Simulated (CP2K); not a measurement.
Consider hydroxyallene at its PBE geometry (Å).

```xyz
8

C     1.5183    0.1694    0.3278
C     0.3007   -0.1729   -0.0210
C    -0.9189   -0.5183   -0.3710
O    -2.0608    0.2630   -0.2429
H     1.9086   -0.0323    1.3304
H     2.1992    0.6681   -0.3692
H    -1.1498   -1.4883   -0.8119
H    -1.7973    1.1114    0.1578
```

Method: CP2K XAS_TDP, all-electron GAPW, PBEh(45%), aug-cc-pVDZ, TDA, GW2X-corrected core level, no relativity.

Q: Predict the bright core excitations at the C K edge.

Leading lines: C1 287.38 eV, C2 286.75 eV and C3 289.44 eV. The leading line of an atom is its first one with 35 % of the strongest within 2.5 eV of its lowest line over the strength cut. Core ionisation energies at this level: C2 292.13, C3 293.91 and C1 292.63 eV.

The first six lines of each atom with a strength over 0.0015:

| atom | energy (eV) | states | strength, one atom | above the computed threshold |
| --- | --- | --- | --- | --- |
| C1 (bonded to C and 2 H) | 287.38 | 1 | 0.0484 |  |
|  | 290.39 | 1 | 0.0086 |  |
|  | 290.57 | 1 | 0.0029 |  |
|  | 291.58 | 1 | 0.0027 |  |
|  | 291.78 | 1 | 0.0077 |  |
|  | 291.87 | 1 | 0.0035 |  |
| C2 (bonded to 2 C) | 286.75 | 1 | 0.0493 |  |
|  | 287.93 | 1 | 0.0484 |  |
|  | 291.02 | 1 | 0.0016 |  |
|  | 292.73 | 1 | 0.0016 | yes |
|  | 293.29 | 1 | 0.0020 | yes |
|  | 293.93 | 1 | 0.0024 | yes |
| C3 (bonded to C, O and H) | 289.44 | 1 | 0.0568 |  |
|  | 290.32 | 1 | 0.0112 |  |
|  | 292.41 | 1 | 0.0080 |  |
|  | 293.21 | 1 | 0.0019 |  |
|  | 293.38 | 1 | 0.0023 |  |
|  | 294.10 | 1 | 0.0018 | yes |

Lines are vertical, at one geometry, with no vibrational structure. GW2X ionisation energies and lines can be off by 1 to 2 eV either way, and a good line position may hide errors that cancel. These values hold no scalar relativity, about 0.1 eV for C 1s. Rydberg lines, and the discretised continuum above threshold, depend on the basis and the box.

[Banner, clock and machine lines of the logs are left out without a mark of their own.]

[Logs are printed without paths, hosts, clocks, repeated set-up lines and the standing remarks that a program may print on its own settings, such as how far it seeks lower states.]

[Hosts, paths, dates, database ids (printed as entryN), source tags and the programs' standing remarks are cut or masked in the printed files.]
